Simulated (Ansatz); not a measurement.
An input for Ansatz 0.2.0 (Ta2O5 (Pbam)):

```yaml
crystal:
  lattice:
    - [6.028256325, 0.0, 0.0]
    - [0.0, 10.459038015, 0.0]
    - [0.0, 0.0, 3.700292415]
  atoms:
    - { symbol: Ta, position: [0.188695512, 0.8553797085, 0.5] }
    - { symbol: Ta, position: [0.811304488, 0.1446202915, 0.5] }
    - { symbol: Ta, position: [0.688695512, 0.6446202915, 0.5] }
    - { symbol: Ta, position: [0.311304488, 0.3553797085, 0.5] }
    - { symbol: O, position: [0.2537121594, 0.8868505263, 0.0] }
    - { symbol: O, position: [0.7462878406, 0.1131494737, 0.0] }
    - { symbol: O, position: [0.7537121594, 0.6131494737, 0.0] }
    - { symbol: O, position: [0.2462878406, 0.3868505263, 0.0] }
    - { symbol: O, position: [0.4929317676, 0.7757570208, 0.5] }
    - { symbol: O, position: [0.5070682324, 0.2242429792, 0.5] }
    - { symbol: O, position: [-0.0070682324, 0.7242429792, 0.5] }
    - { symbol: O, position: [1.0070682324, 0.2757570208, 0.5] }
    - { symbol: O, position: [0.0, 0.0, 0.5] }
    - { symbol: O, position: [0.5, 0.5, 0.5] }
kpoints:
  mp_grid: { grid: [2, 2, 4] }
  band_path:
    path:
      - [0.0, 0.0, 0.0]
      - [0.5, 0.0, 0.0]
      - [0.5, 0.5, 0.0]
      - [0.0, 0.5, 0.0]
      - [0.0, 0.0, 0.5]
      - [0.5, 0.0, 0.5]
      - [0.5, 0.5, 0.5]
      - [0.0, 0.5, 0.5]
      - [0.1, 0.0, 0.5]
    npoints: 1
hamiltonian:
  xc: hse06
  pseudopotentials: { kind: paw, azcp: { folder: soft_1 } }
scf:
  occupations: { method: fixed }
  n_extra_bands: 8
output:
  eigenvalues: true
  write_density: true
  write_potential: true
  elf: true
  volumetric_format: npy
```

```sh
ansatz run input.yaml --threads 2 --pin off --max-ram 92160MiB --backend cuda --events-out ev --progress --plain --runs-dir out --devices 1 --max-vram 13GiB
```

**Question.** How long will it take on 1 × NVIDIA H100 80GB HBM3 (shared by 6 runs) with 2 threads of AMD EPYC 7R13 (Zen 3), shared host, and how much memory?

It took 64 s; on shared hardware allow 32 s to 2.1 min. Peak host memory was 1.5 GiB. The sizes that set the cost: 4559 plane waves a state, 12 irreducible k points and 17 SCF cycles.

Exact exchange couples every pair of k points and filled bands, so it costs far more than a semilocal run.

[Paths, hosts, dates, memory and timing lines, banners, echoed tables and standing remarks are left out of the program output.]

[Logs are printed without paths, hosts, clocks, repeated set-up lines and the standing remarks that a program may print on its own settings, such as how far it seeks lower states.]

[Runs of the session that timed out or met a known fault of the program may be left out.]

[Cells called generated may have been cut or substituted from an entry of the Crystallography Open Database or the Materials Project.]

[Hosts, paths, dates, database ids (printed as entryN), source tags and the programs' standing remarks are cut or masked in the printed files.]
